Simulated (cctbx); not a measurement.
# Resonant diffraction in Ca14NbCu

Space group Amm2 (no. 38), a = 11.8010 Å, b = 7.1540 Å, c = 12.6960 Å, α = 90.00°, β = 90.00°, γ = 90.00°.

| atom | mult. | x | y | z | Ueq (Å²) |
| --- | --- | --- | --- | --- | --- |
| Nb1 | 2 | 1/2 | 0 | 0.1813 | 0.0177 |
| Cu1 | 2 | 1/2 | 1/2 | 0.1554 | 0.0209 |
| Ca1 | 4 | 0.7310 | 1/2 | 0.3221 | 0.0304 |
| Ca2 | 4 | 0.7563 | 0 | 0.3303 | 0.0293 |
| Ca3 | 8 | 0.7383 | 0.7453 | 0.0830 | 0.0226 |
| Ca4 | 4 | 0 | 0.2587 | 0.4159 | 0.0233 |
| Ca5 | 4 | 1/2 | 0.2377 | 0.4302 | 0.0299 |
| Ca6 | 2 | 0 | 1/2 | 0.1632 | 0.0276 |
| Ca7 | 2 | 0 | 0 | 0.1586 | 0.0279 |

The model was made for the exercise: a known structure type with other elements put in, its volume estimated, not relaxed; displacement parameters are assumed.

Calculated with cctbx: free-atom f′ and f″ from the Sasaki tables, no fine structure; amplitudes in electrons.

How do |F(hkl)| and |F(−h−k−l)| change across the Cu K edge?

```text
E (eV)    f'(Cu)   f''           |F|0 0 2        |F|2 1 1        |F|1 1 3        |F|0 1 1
   8379   -2.41   0.55       64.0/  64.1     30.1/  29.1     40.5/  37.7     25.4/  22.8
   8729   -3.23   0.51       62.3/  62.4     31.4/  30.5     41.3/  38.9     26.3/  24.1
   8859   -3.97   0.50       60.8/  60.9     32.7/  31.9     42.2/  40.0     27.2/  25.3
   8919   -4.67   0.49       59.4/  59.5     34.0/  33.3     43.1/  41.0     28.2/  26.4
   8949   -5.39   0.49       58.0/  58.0     35.3/  34.7     44.1/  42.2     29.2/  27.6
   8964   -6.11   0.48       56.5/  56.6     36.6/  36.1     45.1/  43.3     30.3/  28.9
   8971   -6.76   0.48       55.3/  55.3     37.9/  37.3     46.0/  44.4     31.3/  30.0
   8975   -7.45   0.48       53.9/  53.9     39.2/  38.7     47.0/  45.5     32.4/  31.2
   8983   -7.70   3.90       54.5/  53.5     38.4/  40.4     43.3/  49.7     29.4/  35.2
   8987   -6.87   3.90       56.1/  55.2     36.8/  38.8     42.0/  48.4     27.9/  33.9
   8994   -6.15   3.89       57.5/  56.6     35.4/  37.4     40.9/  47.4     26.6/  32.7
   9009   -5.36   3.88       59.0/  58.2     33.8/  35.9     39.7/  46.2     25.3/  31.5
   9039   -4.58   3.85       60.5/  59.7     32.3/  34.5     38.5/  45.0     23.9/  30.3
   9129   -3.54   3.78       62.5/  61.7     30.3/  32.5     37.0/  43.5     22.2/  28.8
   9379   -2.38   3.59       64.6/  63.9     28.0/  30.2     35.4/  41.7     20.5/  26.9
```

The edge is at 8979 eV. f′ of Cu falls from -4.0 e at 8859 eV to -7.5 e at 4 eV below it, and f″ steps from 0.48 to 3.90 e across it. Over that approach |F| changes by -11 % (0 0 2), +20 % (2 1 1), +11 % (1 1 3) and +19 % (0 1 1): a reflection falls where Cu scatters in phase with the total and rises where it scatters against it; it hardly moves where the Cu term is small or cancels by symmetry or lies in quadrature to the total. The f″ term interferes with the normal scattering with opposite sign for the two Friedel mates. The largest Friedel difference in the scan is 27.0 % of the mean (0 1 1, at 9379 eV).

[Logs are printed without paths, hosts, clocks, repeated set-up lines and the standing remarks that a program may print on its own settings, such as how far it seeks lower states.]
